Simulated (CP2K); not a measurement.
The C K edge of ethynylacetaldehyde was computed by TDDFT (CP2K XAS_TDP, aug-cc-pVDZ, TDA) at these levels: PBEh(45%), PBEh(45%) + GW2X and PBEh(60%). The first three lines of C1 (bonded to C and H) with a strength over 0.0015, energy in eV and strength:

```
run           first          second           third
  1  288.19 (0.047)  288.44 (0.046)  290.67 (0.005)
  2  286.00 (0.057)  286.25 (0.055)  289.17 (0.011)
  3  281.98 (0.048)  282.23 (0.047)  284.46 (0.005)
```

Q: Which run is which?

Run 1: PBEh(45%) + GW2X (45 % exact exchange). Run 2: PBEh(60%) (60 % exact exchange). Run 3: PBEh(45%) (45 % exact exchange). Self-interaction lifts the core level, so the uncorrected lines rise with the share of exact exchange. The GW2X run keeps the spacings of its parent: 0.25 eV between the first two lines in run 1, 0.25 eV in run 3. Its shift is +6.21 eV, since the Kohn–Sham level at this share of exchange lies that far above the quasiparticle level.

[Banner, clock and machine lines of the logs are left out without a mark of their own.]

[Logs are printed without paths, hosts, clocks, repeated set-up lines and the standing remarks that a program may print on its own settings, such as how far it seeks lower states.]

[Hosts, paths, dates, database ids (printed as entryN), source tags and the programs' standing remarks are cut or masked in the printed files.]
